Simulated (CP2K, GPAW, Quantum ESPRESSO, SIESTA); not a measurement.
# Running C(110) slab, H on the bottom face (210 atoms) with CP2K, part 2 of 2

Wanted: CP2K inputs and outputs for C(110) slab, H on the bottom face (210 atoms), checked against a plane-wave reference.

Program: CP2K 2026.2; the method stands at each step. Banners, paths, timers and routine set-up lines are dropped from the logs unmarked, and long logs keep their key lines alone; longer cuts are marked.

So far. Step 2 (PBE, DZVP-MOLOPT-SR, 450/50 Ry, diagonalisation): Forces lie 2.0 % from the reference's, at 0.38 times its CPU time (on 4 against 1 cores). Step 3 (PBE, SZV-MOLOPT-SR, 450/50 Ry, diagonalisation): Against the first run (2.0 %), the force difference from the reference is 32 %, at 0.36 times the CPU time (on 2 against 4 cores), with 750 basis functions against 2490: the smaller basis costs accuracy.

### Step 4. PBE, DZVP-MOLOPT-SR, 450/20 Ry, diagonalisation

Method: Kohn-Sham DFT, PBE, GTH-PBE pseudopotentials, Gaussian and plane waves, DZVP-MOLOPT-SR-GTH, diagonalisation.

File input.inp:

```
&GLOBAL
  PROJECT cell
  RUN_TYPE ENERGY_FORCE
  PRINT_LEVEL LOW
&END GLOBAL
&FORCE_EVAL
  METHOD QS
  &DFT
    BASIS_SET_FILE_NAME BASIS_MOLOPT
    POTENTIAL_FILE_NAME GTH_POTENTIALS
    &MGRID
      CUTOFF 450
      REL_CUTOFF 20
    &END MGRID
    &QS
      EPS_DEFAULT 1.0E-12
    &END QS
    &SCF
      SCF_GUESS ATOMIC
      EPS_SCF 5.0E-06
      MAX_SCF 200
      ADDED_MOS 90
      &DIAGONALIZATION
        ALGORITHM STANDARD
      &END DIAGONALIZATION
      &SMEAR ON
        METHOD FERMI_DIRAC
        ELECTRONIC_TEMPERATURE [K] 580
      &END SMEAR
      &MIXING
        METHOD BROYDEN_MIXING
        ALPHA 0.2
        NBROYDEN 12
        BETA 0.05
      &END MIXING
      &PRINT
        &RESTART OFF
        &END RESTART
      &END PRINT
    &END SCF
    &XC
      &XC_FUNCTIONAL PBE
      &END XC_FUNCTIONAL
    &END XC
    &PRINT
      &MULLIKEN ON
      &END MULLIKEN
      &HIRSHFELD ON
        SHAPE_FUNCTION DENSITY
      &END HIRSHFELD
      &MO ON
        EIGENVALUES T
        OCCUPATION_NUMBERS T
        MO_INDEX_RANGE 364 387
        &EACH
          QS_SCF 0
        &END EACH
        ADD_LAST NUMERIC
      &END MO
    &END PRINT
  &END DFT
  &SUBSYS
    &CELL
      A 12.61125 0.00000 0.00000
      B 0.00000 10.70100 0.00000
      C 0.00000 0.00000 19.19561
    &END CELL
    &COORD
      SCALED
      C 0.90047 0.16544 0.35868
      C 0.99961 0.08516 0.35876
      C 0.00217 0.99974 0.42430
      C 0.89902 0.25417 0.42472
      C 0.89928 0.17002 0.49166
      C 0.99369 0.08827 0.49033
      C 0.00394 0.00123 0.55519
      C 0.90247 0.24464 0.55528
      C 0.89558 0.16541 0.61937
      C 0.00121 0.08666 0.62431
      C 0.00574 0.00293 0.68536
      C 0.89468 0.24798 0.68543
      C 0.09936 0.16766 0.35800
      C 0.20103 0.07858 0.36034
      C 0.20248 0.99720 0.42715
      C 0.10207 0.25270 0.42851
      C 0.09745 0.16414 0.49106
      C 0.19768 0.08606 0.49055
      C 0.19667 0.00782 0.55318
      C 0.09727 0.24868 0.55427
[... 186 atom lines left out ...]
      H 0.50138 0.89203 0.31260
      H 0.60281 0.69371 0.31372
      H 0.70084 0.89406 0.31327
      H 0.79850 0.69394 0.31268
    &END COORD
    &KIND C
      BASIS_SET DZVP-MOLOPT-SR-GTH-q4
      POTENTIAL GTH-PBE-q4
    &END KIND
    &KIND H
      BASIS_SET DZVP-MOLOPT-SR-GTH-q1
      POTENTIAL GTH-PBE-q1
    &END KIND
  &END SUBSYS
  &PRINT
    &FORCES ON
    &END FORCES
  &END PRINT
&END FORCE_EVAL
```

Launch:

```sh
> OMP_NUM_THREADS=1 mpirun -np 4 cp2k.psmp -i input.inp > output.txt
```

Numbers of over 12 decimals in the logs are rounded to 6 here.

What it wrote:

```text
CP2K| version string:                                       CP2K version 2026.2
 CP2K| Input file name                                                 input.inp
 GLOBAL| Basis set file name                                        BASIS_MOLOPT
 GLOBAL| Potential file name                                      GTH_POTENTIALS
 GLOBAL| Run type                                                   ENERGY_FORCE
 GLOBAL| Total number of message passing processes                             4
 GLOBAL| Number of threads for this process                                    1
 TOTAL NUMBERS AND MAXIMUM NUMBERS
  Total number of            - Atomic kinds:                                   2
                             - Atoms:                                        210
[... lines left out ...]
                        Smear method:                                FERMI_DIRAC
[... lines left out ...]
 Number of electrons:                                                        750
[... lines left out ...]
  Step     Update method      Time    Convergence         Total energy    Change
[... lines left out ...]
  *** SCF run converged in    27 steps ***
[... lines left out ...]
  Fermi energy:                                                 0.091132
  Total energy:                                             -1039.717139
  Total energy (extrapolated to T->0):                      -1039.716857
[... lines left out ...]
 MO| E(Fermi):            0.091132 a.u.          2.479823 eV
[... lines left out ...]
       2     C        1          4.062307                             -0.062307
       3     C        1          3.991492                              0.008508
[...]
209     H        2          0.932173                              0.067827
     210     H        2          0.933415                              0.066585
 # Total charge                            750.000000                 -0.000000
 !-----------------------------------------------------------------------------!
 !-----------------------------------------------------------------------------!
                           Hirshfeld Charges
  #Atom  Element  Kind  Ref Charge     Population                    Net charge
      1       C      1       4.000          4.038                        -0.038
      2       C      1       4.000          4.040                        -0.040
      3       C      1       4.000          3.989                         0.011
[...]
209       H      2       1.000          0.964                         0.036
    210       H      2       1.000          0.961                         0.039
  Total Charge                                                           -0.000
 !-----------------------------------------------------------------------------!
 ENERGY| Total FORCE_EVAL ( QS ) energy [hartree]          -1039.717066
 FORCES| Atomic forces [hartree/bohr]
 FORCES|   Atom     x               y               z               |f|
 FORCES|      1 -1.20988805E-02 -1.49953276E-02  3.43370652E-02   3.93735547E-02
 FORCES|      2  1.03427400E-02  1.66419679E-02  1.66583352E-02   2.57182328E-02
 FORCES|      3 -3.79040650E-02  1.63502221E-02 -7.31704780E-04   4.12865995E-02
[...]
FORCES|    209 -1.28386979E-03 -2.51566120E-03 -7.71945942E-03   8.21991038E-03
 FORCES|    210  2.67753339E-03 -5.75151059E-03 -1.16338961E-02   1.32512866E-02
 FORCES| Sum     5.04062369E-04 -6.81122189E-03  3.32649268E-04
 FORCES| Total atomic force                                       6.83794399E-03
```

Elapsed: 3.8 min, on 4 MPI ranks of Arm Neoverse V2, shared host; peak memory 6.6 GiB.

Against the reference:

| Item | Value |
| --- | --- |
| r.m.s. force component | 1.748 eV/Å |
| r.m.s. difference of force components | 36.9 meV/Å |
| longest difference of force vectors | 126.1 meV/Å |
| force difference over r.m.s. force | 2.139 % |
| slope of forces against the reference's | 1.013 |
| correlation of force components | 0.9999 |
| gap (highest filled to lowest empty level) | 0.5363 eV |
| gap difference | -0.0126 eV |
| energy less the same-level run's | -0.8293 meV/atom |
| r.m.s. force difference from the same-level run | 20.7 meV/Å |

This is a coarse setting, run to see what it loses.

Against the first run (2.0 %), the force difference from the reference is 2.1 %, at 0.73 times the CPU time.

### Step 5. PBE, DZVP-MOLOPT-SR, 225/50 Ry, diagonalisation

Method: Kohn-Sham DFT, PBE, GTH-PBE pseudopotentials, Gaussian and plane waves, DZVP-MOLOPT-SR-GTH, diagonalisation.

input.inp: that of step 4 with these lines changed.

```diff
@@ -11,4 +11,4 @@
     &MGRID
-      CUTOFF 450
-      REL_CUTOFF 20
+      CUTOFF 225
+      REL_CUTOFF 50
     &END MGRID
@@ -67,6 +67,6 @@
     &END CELL
-    &COORD
-      SCALED
-[... 210 atom lines left out: the same atoms as in the first run ...]
-    &END COORD
+    &TOPOLOGY
+      COORD_FILE_NAME structure.xyz
+      COORD_FILE_FORMAT XYZ
+    &END TOPOLOGY
     &KIND C
```

File structure.xyz:

```xyz
210

[... 210 atom lines left out: the same atoms as in the first run ...]
```

What it wrote:

```text
CP2K| version string:                                       CP2K version 2026.2
 CP2K| Input file name                                                 input.inp
 GLOBAL| Basis set file name                                        BASIS_MOLOPT
 GLOBAL| Potential file name                                      GTH_POTENTIALS
[... lines left out ...]
                        Smear method:                                FERMI_DIRAC
[... lines left out ...]
 Number of electrons:                                                        750
[... lines left out ...]
  Step     Update method      Time    Convergence         Total energy    Change
[... lines left out ...]
  *** SCF run converged in    27 steps ***
[... lines left out ...]
  Fermi energy:                                                 0.091099
  Total energy:                                             -1039.711480
  Total energy (extrapolated to T->0):                      -1039.711199
[... lines left out ...]
 MO| E(Fermi):            0.091099 a.u.          2.478929 eV
[... lines left out ...]
    210       H      2       1.000          0.962                         0.038
  Total Charge                                                           -0.000
 !-----------------------------------------------------------------------------!
 ENERGY| Total FORCE_EVAL ( QS ) energy [hartree]          -1039.711406
 FORCES| Atomic forces [hartree/bohr]
 FORCES|   Atom     x               y               z               |f|
 FORCES|      1 -1.19855251E-02 -1.49312267E-02  3.39007757E-02   3.89340074E-02
 FORCES|      2  1.06111616E-02  1.67081549E-02  1.64245327E-02   2.57201179E-02
 FORCES|      3 -3.89922860E-02  1.66392115E-02 -2.28676634E-03   4.24557538E-02
[...]
FORCES|    209 -1.13245963E-03 -2.28687186E-03 -7.47657240E-03   7.90008751E-03
 FORCES|    210  2.44471273E-03 -5.50655970E-03 -1.12882806E-02   1.27954718E-02
 FORCES| Sum    -1.21248825E-02  7.64167050E-03 -3.84564467E-03
 FORCES| Total atomic force                                       1.48390326E-02
```

Elapsed: 4.7 min, on 4 MPI ranks; peak memory 3.6 GiB.

Against the reference:

* r.m.s. force component: 1.75 eV/Å
* r.m.s. difference of force components: 44.47 meV/Å
* longest difference of force vectors: 152.8 meV/Å
* force difference over r.m.s. force: 2.578 %
* slope of forces against the reference's: 1.014
* correlation of force components: 0.9998
* gap (highest filled to lowest empty level): 0.537 eV
* gap difference: -0.0119 eV
* energy less the same-level run's: -0.096 meV/atom
* r.m.s. force difference from the same-level run: 25.31 meV/Å

This is a coarse setting, run to see what it loses.

Against the first run (2.0 %), the force difference from the reference is 2.6 %, at 0.90 times the CPU time: the grid matters here.

### Step 6. All runs compared

Differences are against the plane-wave reference, forces as r.m.s. over components; share is that over the reference's r.m.s. force, slope the least-squares factor from reference forces to these. Total energies of different programs have different zeros and aren't compared.

| run | Δ force, r.m.s. (meV/Å) | share (%) | slope | Δ gap (eV) | cores | CPU time | memory (GiB) |
| --- | --- | --- | --- | --- | --- | --- | --- |
| reference | - | - | - | - | 1 | 55 min | 16 |
| CP2K PBE, DZVP-MOLOPT-SR, 450/50 Ry, diagonalisation | 34.6 | 2.00 | 1.014 | -0.0121 | 4 | 21 min | 6.6 |
| CP2K PBE, SZV-MOLOPT-SR, 450/50 Ry, diagonalisation (coarse) | 549 | 31.8 | 1.267 | -0.0571 | 2 | 7.4 min | 4.8 |
| CP2K PBE, DZVP-MOLOPT-SR, 450/20 Ry, diagonalisation (coarse) | 36.9 | 2.14 | 1.013 | -0.0126 | 4 | 15 min | 6.6 |
| CP2K PBE, DZVP-MOLOPT-SR, 225/50 Ry, diagonalisation (coarse) | 44.5 | 2.58 | 1.014 | -0.0119 | 4 | 19 min | 3.6 |

Rows marked coarse were listed beforehand as settings not expected to be converged; some can still land near the reference.

CPU time is summed over cores on a shared host, where runs went side by side, so it is rough. Symmetry, cutoffs, thresholds, outputs and thread counts weren't matched or tuned between programs; memory under MPI is the largest rank's times the ranks.

Within one program, basis, potentials and functional, energies share a zero. Each run against its twin at the usual cutoff or grid and solver:

| run | twin | Δ energy (meV/atom) | Δ force, r.m.s. (meV/Å) | CPU time over the twin's |
| --- | --- | --- | --- | --- |
| CP2K PBE, DZVP-MOLOPT-SR, 450/20 Ry, diagonalisation | DZVP-MOLOPT-SR, 450/50 Ry, diagonalisation | -0.829 | 20.7 | 0.73 |
| CP2K PBE, DZVP-MOLOPT-SR, 225/50 Ry, diagonalisation | DZVP-MOLOPT-SR, 450/50 Ry, diagonalisation | -0.096 | 25.3 | 0.90 |

### Step 7. Results

* nearest in forces: CP2K PBE, DZVP-MOLOPT-SR, 450/50 Ry, diagonalisation, 2.0 %
* its CPU time: 21 min

What this shows: The PBE run in local orbitals, coarse settings apart, differs by 2.0 % (CP2K PBE, DZVP-MOLOPT-SR, 450/50 Ry, diagonalisation); basis, grid and potentials can all enter. Runs with settings chosen to be coarse differ by 2.1 % (CP2K PBE, DZVP-MOLOPT-SR, 450/20 Ry, diagonalisation) to 32 % (CP2K PBE, SZV-MOLOPT-SR, 450/50 Ry, diagonalisation), their programs' other errors included. Of the electronic-structure runs that take under half the reference's CPU time, CP2K PBE, DZVP-MOLOPT-SR, 450/50 Ry, diagonalisation comes nearest, at 2.0 % in 21 min against 55 min. CP2K PBE, SZV-MOLOPT-SR, 450/50 Ry, diagonalisation stiffens the forces by a factor of 1.27 while following their directions (correlation 0.991); the slopes of the 4 CP2K runs lie between 1.01 and 1.27. At the same functional, gaps differ from the reference's 0.549 eV by between -0.06 and -0.01 eV. These are spacings on the run's k-points, which needn't hold the band edges. With short bonds to hydrogen, sets of potentials differ among themselves by several per cent in forces even at converged cutoffs, so the reference isn't exact here either. The runs have no spin polarisation, so any moments at edges, vacancies or dangling bonds can't form. The electronic-structure runs sample only Γ, in a cell whose shortest periodic width is 11 Å.

[Also dropped from logs without a mark: logging warnings of Python, and SIESTA's first energy breakdown and zero terms.]

[Logs are printed without paths, hosts, clocks, repeated set-up lines and the standing remarks that a program may print on its own settings, such as how far it seeks lower states.]

[Hosts, paths, dates, database ids (printed as entryN), source tags and the programs' standing remarks are cut or masked in the printed files.]
